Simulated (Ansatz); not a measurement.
# Phonon transport in CaO (Lime, Fm-3m), part 3 of 3

Aim: the lattice thermal conductivity of CaO (Lime) against temperature, and which phonons carry it.

Experimental results on record:
- thermal conductivity 27 W/m/K near room temperature (given in “Combining the AFLOW GIBBS and Elastic Libraries to efficiently and robustly screen thermo-mechanical properties of solids”, 2017, arXiv:1611.05714)
- thermal conductivity 27 W/m/K near room temperature (given in “Predicting the lattice thermal conductivity of solids by solving the Boltzmann transport equation: AFLOW - AAPL an automated, accurate and efficient framework”, 2017, arXiv:1611.05481)

Ansatz 0.2.0; DFT LDA, scalar-relativistic, plane waves, PAW; PAW set soft_1.

So far, κ at 300 K (relaxation time) (W/m/K): step 6 (third-order constants on small settings) 262. Also highest frequency (cm⁻¹): step 6 570. The relaxed cell has a = 4.707 Å (conventional setting).

### Step 7. Anharmonic force constants and conductivity, k-mesh 12×12×12, third order supercell 3×3×3

The supercell must be wider than twice the pair cutoff, and the number of displaced cells grows with the pairs inside it, which is where the cost lies.

input.yaml reads:

```yaml
crystal:
  lattice:
    - [0.0, 2.3536804878, 2.3536804878]
    - [2.3536804878, 0.0, 2.3536804878]
    - [2.3536804878, 2.3536804878, 0.0]
  atoms:
    - { symbol: Ca, position: [0.0, 0.0, 0.0] }
    - { symbol: O, position: [0.5, 0.5, 0.5] }
kpoints:
  mp_grid: { grid: [12, 12, 12] }
hamiltonian:
  xc: lda
  pseudopotentials: { kind: paw, azcp: { folder: soft_1 }, xc_functional: pbe }
scf:
  occupations: { method: fixed }
  lower_state_search: "off"
output:
  eigenvalues: true
phonons:
  method: fd
  dielectric: true
  qmesh: [6, 6, 6]
  temperatures: { t_max: 1000, t_step: 50 }
  qpath:
    path:
      - [[0.0, 0.0, 0.0], [0.5, 0.0, 0.5], [0.5, 0.25, 0.75], [0.375, 0.375, 0.75], [0.0, 0.0, 0.0], [0.5, 0.5, 0.5], [0.625, 0.25, 0.625], [0.5, 0.25, 0.75], [0.5, 0.5, 0.5], [0.375, 0.375, 0.75]]
      - [[0.625, 0.25, 0.625], [0.5, 0.0, 0.5]]
    npoints: 10
  third_order: { supercell: [3, 3, 3], pair_cutoff: 4.227 }
  lattice_thermal_conductivity:
    qmesh: [23, 23, 23]
    temperatures: [50.0, 100.0, 150.0, 200.0, 300.0, 400.0, 500.0, 600.0, 800.0, 1000.0]
    isotope_mass_variance:
      - { species: Ca, variance: 0.0002976 }
      - { species: O, variance: 3.359e-05 }
    solution: relaxation_time
```

Command:

```bash
ansatz run input.yaml --threads 18 --pin off --max-ram 92160MiB --backend cuda --events-out ev --progress --plain --runs-dir out
```

Numbers of over 12 decimals in the logs are rounded to 6 here.

The log of the run:

```text
[...]
Crystal: 12 atoms, lattice volume = 156.467 Å³
Basis set: ecut = 420 eV, 3065 PW (Γ), FFT grids on a1, a1+a2, 2a1+a3
Bands: 60, of which v1, the nominal top of the filled ones, is band 48 counted from 1 (47 counted from 0)
Symmetry: 24 space group operations
k-points: 94 of 288
[...]
SCF iter   1: F=—  HF=-13989.888051 eV  |F-HF|=—  |Δ(HF+E_count)|=         —  Δρ=4.71e-8  dr2=2.43e-12  ethr=1.00e-12  ⟨swp⟩=3.0  Hψ=14416  notcnv=0
[...]
SCF iter   2: F=-13989.888051 eV  HF=-13989.888051 eV  |F-HF|=0.00e0  |Δ(HF+E_count)|=  3.64e-12  Δρ=2.55e-8  dr2=4.37e-13  ethr=1.00e-12  ⟨swp⟩=3.0  Hψ=12217  notcnv=0
SCF 1 converged in 2 iterations: F = -13989.888051 eV  dr2 = 4.37e-13
[...]
Crystal: 2 atoms, lattice volume = 26.078 Å³
[...]
SCF 2 converged in 3 iterations: F = -2331.648009 eV  dr2 = 3.95e-12
[...]
joined force constants: q→R imaginary residual 4.53e-19
[...]
T (K)   relaxation time
       50.00          821.0880
      100.00          139.7316
      150.00           75.1860
      200.00           53.3039
      300.00           34.6839
      400.00           26.0027
      500.00           20.8839
      600.00           17.4877
      800.00           13.2467
     1000.00           10.7007
```

Wall time 2.7 min (1 × NVIDIA GB200 with 18 threads of Arm Neoverse V2, shared host); peak memory 2.7 GiB; 26 min of CPU time.

Numbers from this step:

```
κ at 300 K (relaxation time)               : 34.68 W/m/K
mean free path at half of κ                : 34.3 nm
share of κ above the three lowest branches : 0.078
third-order blocks                         : 686
periodic aliases dropped                   : 168
largest relative sum-rule correction       : 0.2397
displaced cells, third order               : 74
```

LO-TO term included. The phonon branches at the labelled points (cm⁻¹):

```
    point  branch 1  branch 2  branch 3  branch 4  branch 5  branch 6
        Γ         0         0         0       291       291       570
  halfway       147       147       248       307       307       496
        X       205       205       312       314       314       393
  halfway       230       231       303       326       347       381
        W       251       276       276       354       354       373
  halfway       227       277       290       330       366       381
        K       210       281       294       319       370       386
  halfway       159       175       264       316       317       519
        Γ         0         0         0       291       291       570
  halfway       137       137       238       309       309       546
        L       190       190       324       324       384       486
  halfway       199       229       323       337       354       454
        U       210       281       294       319       370       386
  halfway       227       277       290       330       366       381
        W       251       276       276       354       354       373
  halfway       206       236       326       336       347       444
        L       190       190       324       324       384       486
  halfway       199       229       323       337       354       454
        K       210       281       294       319       370       386
jump to U       210       281       294       319       370       386
  halfway       208       231       308       316       339       387
        X       205       205       312       314       314       393
```

The phonon branches as a text plot (rows in cm⁻¹):

```
    558 |**                    *******
    534 |  *                  *       *
    510 |   *                *         **
    486 |    *              *            **            ***
    463 |     *            *               **         *   **
    439 |      *                             *       *      *
    415 |                 *                   *     *
    392 |       ****   ***                *    **  *    *    * **
    368 |           *******              * *  *****   ** **  **
    344 |          ****    *            *   **   *****    ***  *
    320 |     *******  ********       ***********   *************
    297 |***** *   **  **** *  *******         *** *         ***
    273 |     *      ******  *                ******         *
    249 |    *      ***               *      *   ** *       * *
    225 |          **  *   *  *             *   *  ***    **   *
    202 |   *   ***     *****        *    ******     *** ********
    178 |  *  **            ** *       ***              *
    154 |    *               *      *
    131 |   *                 * *     *
    107 | **                   *     *
     83 |                       *   *
     59 |**                      * *
     36 |*                       * *
     12 |                         *
         Γ       X    W  K        Γ      L     U  W     L   K|U X
```

The lattice thermal conductivity, RTA xx by temperature:

```
temperature (K)  lattice thermal conductivity, RTA xx (W/m/K)
             50                                           821
            100                                           140
            150                                          75.2
            200                                          53.3
            300                                          34.7
            400                                            26
            500                                          20.9
            600                                          17.5
            800                                          13.2
           1000                                          10.7
```

The modes has structure finer than the step of the table below, so its rows give means over 20 cm⁻¹, whole bins alone (the curve runs from -10 to 596 cm⁻¹). Peaks (cm⁻¹: height): Ca 199.5: 0.0266, 306.1: 0.0235; O 321.3: 0.0653.

Phonopy on the run's constants, 21x21x21 mesh, Gaussian sigma 4.3 cm⁻¹. Modes against wavenumber; means over each step; values in 1/cm⁻¹/cell:

| wavenumber (cm⁻¹) | Ca | O |
| --- | --- | --- |
| 0 | 1.1e-5 | 3.8e-6 |
| 20 | 4.9e-5 | 1.9e-5 |
| 40 | 1.9e-4 | 7.1e-5 |
| 60 | 4.5e-4 | 1.6e-4 |
| 80 | 9.1e-4 | 3.1e-4 |
| 100 | 0.00156 | 4.8e-4 |
| 120 | 0.00265 | 7.1e-4 |
| 140 | 0.00429 | 9.3e-4 |
| 160 | 0.00742 | 0.00124 |
| 180 | 0.0147 | 0.00147 |
| 200 | 0.0255 | 0.00175 |
| 220 | 0.0182 | 0.00131 |
| 240 | 0.0115 | 8.2e-4 |
| 260 | 0.00877 | 7.2e-4 |
| 280 | 0.00640 | 0.00112 |
| 300 | 0.0174 | 0.0116 |
| 320 | 0.0148 | 0.0513 |
| 340 | 0.00549 | 0.0244 |
| 360 | 0.00296 | 0.00723 |
| 380 | 0.00100 | 0.00336 |
| 400 | 2.2e-4 | 0.00536 |
| 420 | 2.9e-4 | 0.00560 |
| 440 | 4.3e-4 | 0.00597 |
| 460 | 6.4e-4 | 0.00626 |
| 480 | 8.7e-4 | 0.00627 |
| 500 | 0.00100 | 0.00451 |
| 520 | 9.6e-4 | 0.00328 |
| 540 | 8.2e-4 | 0.00239 |
| 560 | 4.8e-4 | 0.00127 |
| 580 | 2.4e-5 | 6.1e-5 |

Distinct triplets, nearest first. Third order norms, by row:

```csv
sites,side 1 (Å),side 2 (Å),side 3 (Å),norm of the 27 components (eV/Å³)
Ca-Ca-Ca,0,0,0,0
O-O-O,0,0,0,0
Ca-O-O,0,2.35,2.35,14.78
Ca-O-Ca,0,2.35,2.35,16.02
Ca-O-O,2.35,2.35,3.33,0.69
Ca-O-Ca,2.35,2.35,3.33,0.466
Ca-Ca-Ca,0,3.33,3.33,3.59
Ca-Ca-Ca,3.33,3.33,3.33,0.135
O-O-O,0,3.33,3.33,1.451
O-O-O,3.33,3.33,3.33,0.186
Ca-O-O,2.35,3.33,4.08,0.219
Ca-O-Ca,2.35,3.33,4.08,0.2
Ca-O-O,0,4.08,4.08,0.674
Ca-O-Ca,0,4.08,4.08,0.859
```

Born charge (rows field, columns displacement) (e), principal values of the symmetric part by kind of site:

| atom | atoms with these values | low | middle | high | mean |
| --- | --- | --- | --- | --- | --- |
| Ca1 | 1 | 2.37 | 2.37 | 2.37 | 2.37 |
| O2 | 1 | -2.37 | -2.37 | -2.37 | -2.37 |

In full for O2:

```
-2.37  0.00  0.00
 0.00 -2.37  0.00
 0.00  0.00 -2.37
```

RTA, 300 K. Kappa by branch, by row:

| branch (by rank) | mean frequency (THz) | mean rms speed (km/s) | median lifetime (ps) | share of kappa |
| --- | --- | --- | --- | --- |
| 1 | 5.6 | 2.1 | 3.19 | 0.277 |
| 2 | 6.25 | 3.18 | 4.1 | 0.329 |
| 3 | 8.76 | 2.53 | 2.8 | 0.317 |
| 4 | 9.63 | 0.97 | 1.75 | 0.012 |
| 5 | 10.03 | 1.62 | 2.21 | 0.04 |
| 6 | 13.85 | 3.19 | 0.43 | 0.026 |

The spectral kappa at 300 K, relaxation time (W/m/K/THz) by frequency; read off at these points:

frequency (THz), spectral kappa at 300 K, relaxation time (W/m/K/THz) and a bar:
```
     0.25       0.00 
     0.75       4.42 ###################
     1.25       7.02 ##############################
     2.25       2.67 ###########
     2.75       2.97 #############
     3.25       2.51 ###########
     3.75       1.91 ########
     4.25       2.42 ##########
     4.75       3.01 #############
     5.75       4.21 ##################
     6.25       4.57 ####################
     6.75       4.52 ###################
     7.25       3.84 ################
     7.75       3.41 ###############
     8.25       3.08 #############
     9.25       1.98 ########
     9.75       1.45 ######
    10.25       1.20 #####
    10.75       0.94 ####
    11.25       0.28 #
    11.75       0.37 ##
    12.75       0.31 #
    13.25       0.27 #
    13.75       0.17 #
    14.25       0.10 
    14.75       0.06 
    15.25       0.02 
    16.25       0.01 
    16.75       0.01 
    17.25       0.00
```

Relaxation-time solution. Share of κ carried by shorter paths against mean free path:

| mean free path (nm) | 50 K | 300 K | 1000 K |
| --- | --- | --- | --- |
| 0.316 | 0 | 0 | 0.004 |
| 0.464 | 0 | 0.001 | 0.009 |
| 0.681 | 0 | 0.001 | 0.019 |
| 1 | 0 | 0.002 | 0.034 |
| 1.47 | 0 | 0.005 | 0.063 |
| 2.15 | 0 | 0.012 | 0.117 |
| 3.16 | 0 | 0.024 | 0.185 |
| 4.64 | 0 | 0.044 | 0.267 |
| 6.81 | 0 | 0.085 | 0.386 |
| 10 | 0 | 0.149 | 0.524 |
| 14.7 | 0 | 0.222 | 0.647 |
| 21.5 | 0 | 0.333 | 0.725 |
| 31.6 | 0 | 0.475 | 0.751 |
| 46.4 | 0 | 0.59 | 0.774 |
| 68.1 | 0.001 | 0.668 | 0.818 |
| 100 | 0.002 | 0.71 | 0.842 |
| 147 | 0.005 | 0.733 | 0.849 |
| 215 | 0.008 | 0.768 | 0.88 |
| 316 | 0.012 | 0.796 | 0.88 |
| 464 | 0.016 | 0.821 | 0.924 |
| 681 | 0.026 | 0.847 | 1 |
| 1000 | 0.041 | 0.864 | 1 |
| 1470 | 0.065 | 0.897 | 1 |
| 2150 | 0.083 | 0.945 | 1 |
| 3160 | 0.115 | 1 | 1 |
| 4640 | 0.149 | 1 | 1 |
| 6810 | 0.188 | 1 | 1 |
| 10000 | 0.253 | 1 | 1 |
| 14700 | 0.321 | 1 | 1 |
| 21500 | 0.408 | 1 | 1 |
| 31600 | 0.49 | 1 | 1 |
| 46400 | 0.658 | 1 | 1 |
| 68100 | 0.698 | 1 | 1 |
| 1.0e5 | 0.719 | 1 | 1 |
| 1.5e5 | 0.898 | 1 | 1 |
| 2.2e5 | 1 | 1 | 1 |

300 K; a sample spread over frequency. Mode lifetimes, by row, the first 40 of 90 rows:

```csv
q1,q2,q3,branch,frequency (THz),rms speed (km/s),three-phonon rate (1/ps),isotope rate (1/ps),lifetime (ps),mean free path (nm)
0,0,0.0435,1,0.808,5.04,0.0191,7.82e-7,52.3,264
0,0,0.1304,2,2.352,4.58,0.135,1.18e-4,7.41,34
0,0.087,-0.1304,2,3.176,4.1,0.426,4.78e-4,2.34,9.6
0.0435,0.1304,-0.1304,1,3.697,3.9,0.409,0.00102,2.44,9.51
0,0.0435,0.2609,1,4.08,3.4,0.352,0.00175,2.82,9.6
0.087,0.1739,0.3043,2,4.375,4.18,0.163,0.0025,6.06,25.3
0.0435,0.1304,0.1739,3,4.653,7.08,0.418,0.00328,2.38,16.8
0.087,0.2609,0.3478,1,4.89,3.13,0.276,0.00519,3.55,11.1
0,0.3043,0.3043,2,5.059,2.54,0.057,0.00616,15.8,40.1
0,0.1304,0.3478,2,5.25,3.28,0.43,0.00925,2.27,7.46
0,0,0.3913,1,5.378,1.52,0.507,0.012,1.93,2.92
0.087,0.3043,0.3913,2,5.495,3.27,0.0563,0.0124,14.6,47.7
0.0435,0.3478,0.3913,2,5.595,2.35,0.0565,0.0153,13.9,32.7
0.0435,0.1304,-0.3043,2,5.699,3.04,0.34,0.0237,2.75,8.37
0.0435,0.2609,-0.2609,1,5.759,1.73,0.498,0.0267,1.91,3.3
0.0435,0.1739,-0.4783,1,5.856,1.04,0.404,0.0278,2.31,2.41
0,0.2609,0.4783,1,5.927,1.37,0.193,0.0266,4.54,6.24
0.0435,0.1304,0.4783,2,5.992,2.45,0.441,0.0301,2.12,5.2
0,0.3043,-0.3043,1,6.067,1.03,0.425,0.0321,2.19,2.25
0.0435,0.3043,0.4348,2,6.142,3.4,0.119,0.0304,6.69,22.8
0.1304,0.2609,-0.3913,1,6.211,1.49,0.385,0.0371,2.37,3.54
0,0.3478,-0.3913,1,6.284,0.23,0.25,0.0363,3.49,0.81
0.0435,0.3913,-0.3913,1,6.357,1.13,0.197,0.0281,4.45,5.02
0.087,0.1739,-0.4348,2,6.46,2.56,0.399,0.0271,2.35,6.02
0,0.1739,-0.3478,2,6.569,3.4,0.25,0.0232,3.66,12.4
0.1304,0.4348,-0.4348,1,6.737,2.12,0.163,0.0209,5.44,11.5
0.087,0.2609,-0.2609,2,6.864,3.49,0.175,0.0199,5.14,17.9
0.087,0.1739,0.3043,3,6.986,5.46,0.224,0.0151,4.18,22.8
0,0.2174,-0.3913,2,7.217,3.28,0.274,0.0189,3.41,11.2
0,0.3043,-0.4783,2,7.415,3.22,0.249,0.0176,3.75,12.1
0.087,0.2174,-0.1304,3,7.596,4.75,0.164,0.0135,5.64,26.8
0,0.3478,-0.4348,2,7.835,3.59,0.239,0.0174,3.9,14
0.1304,0.3913,-0.2609,2,8.09,2.53,0.254,0.0166,3.69,9.34
0.0435,0.1739,-0.2174,3,8.328,4.77,0.128,0.00922,7.29,34.8
0.087,0.2609,-0.1739,3,8.648,3.28,0.17,0.0115,5.5,18
0.087,0.2609,0.4348,3,8.788,2.89,0.204,0.0183,4.5,13
0.2174,0.4348,-0.3478,3,8.887,1.89,0.343,0.0332,2.66,5.04
0.0435,0.1304,0.1739,5,8.964,0.62,0.857,0.0129,1.15,0.718
0.087,0.3913,-0.3913,3,9.024,1.25,0.423,0.0526,2.1,2.63
0.1304,0.4783,-0.3913,3,9.078,0.93,0.6,0.0671,1.5,1.4
```

Without the LO-TO term. Gamma linewidths, by row:

```
branch  frequency (cm⁻¹)  three-phonon rate (1/ps)  isotope rate (1/ps)  FWHM (cm⁻¹)
     4             290.7                     0.936              0.00484         4.99
     5             290.7                     0.936              0.00484         4.99
     6             290.7                     0.936              0.00484         4.99
```

W/m/K, third of the trace; RTA populations with a boundary rate v/L added to each mode (Matthiessen's rule). Kappa by grain size, by row:

```
T (K)   bulk  10 nm  30 nm  100 nm  300 nm  1000 nm  10000 nm  100000 nm
  100  139.7  6.327  14.85   31.11    50.3    72.39     111.9      134.6
  300  34.51  8.753   14.8    21.3   25.87    29.53     33.52       34.4
  600  17.26  6.664  9.834   12.63   14.42    15.82     17.04      17.24
```

W/m/K, third of the trace; RTA populations with the isotope rates scaled. Kappa by mass disorder, by row:

| T (K) | no isotopes | as typed | variance x 3 | variance x 10 | variance x 30 |
| --- | --- | --- | --- | --- | --- |
| 100 | 168.4 | 139.7 | 119.6 | 94.72 | 69.58 |
| 300 | 36.86 | 34.51 | 31.32 | 25.67 | 19.9 |
| 600 | 17.84 | 17.26 | 16.32 | 14.21 | 11.46 |

At 300 K the relaxation-time value is 34.7 W/(m K).

### Step 8. The ladder

Ladder, by row:

```
cells or q mesh    k mesh  pair cutoff  atoms in the supercell  q-mesh of the transport sums  κ at 300 K (relaxation time) (W/m/K)  κ at 300 K (full solution) (W/m/K)  core-minutes
          4x4x4     8x8x8        2.504                      16                      13×13×13                                 261.5                               262.1           1.6
          6x6x6  12x12x12        4.227                      54                      23×23×23                                 34.68                                   -          25.9
```

### Step 9. What came out

```
highest frequency                          : 569.5 cm⁻¹
Debye temperature from the second moment   : 587 K
κ at 300 K (relaxation time)               : 34.68 W/m/K
mean free path at half of κ                : 34.3 nm
share of κ above the three lowest branches : 0.078
```

What this shows: The lattice of CaO (Lime) conducts 34.7 W/(m K) at 300 K by LDA (mean over directions, relaxation-time solution). Above 300 K the relaxation-time κ falls as T^-0.98, near the 1/T law of three-phonon scattering. Grains of 100 nm would keep 62 % of the bulk value at 300 K, and grains of 1 µm 86 %. Removing the natural isotope disorder raises κ at 300 K by 7 %. The first rung (16 atoms, cutoff 2.50 Å) gave 262 W/(m K) by relaxation time for 0.063 times the cost of the last; short cutoffs miss scattering channels and can err either way, and the meshes changed too. A measured thermal conductivity near room temperature is 27 W/m/K (arXiv:1611.05714); the calculated 34.7 W/m/K differs by +28 %. The relaxed cell is 6 % smaller in volume than the database cell, which stiffens most phonons and usually raises κ; no run here tested that. Four-phonon, defect and boundary scattering, which are left out, would lower the calculated value; thermal expansion is left out too. The last run computed the relaxation-time solution alone; it counts normal processes as resistive, so the full solution usually lies higher, most of all in good conductors. The sum rules changed one orbit of cubic constants by up to 24 %; by the manual a large change points to a short cutoff or, on a small and distant orbit, to noisy forces. Below 100 K the values hang on the q-mesh and, in a real crystal, on its size. The conductivities include the coherence part between close branches; the shares for grains, isotopes, branches and paths are of the relaxation-time populations alone. Cubic couplings among atoms farther apart than the pair cutoff are dropped, and neither the cutoff nor the q-mesh was shown to be converged here. The PAW files were made for PBE and are used here under another functional, for which the program regenerates the frozen cores. The cell of these runs is 6 % smaller in volume than the database cell; frequencies and all that rests on them shift with it.

[Logs are printed without paths, hosts, clocks, repeated set-up lines and the standing remarks that a program may print on its own settings, such as how far it seeks lower states.]

[Hosts, paths, dates, database ids (printed as entryN), source tags and the programs' standing remarks are cut or masked in the printed files.]

[A step with changed settings may run another functional than the one named; its input shows which.]
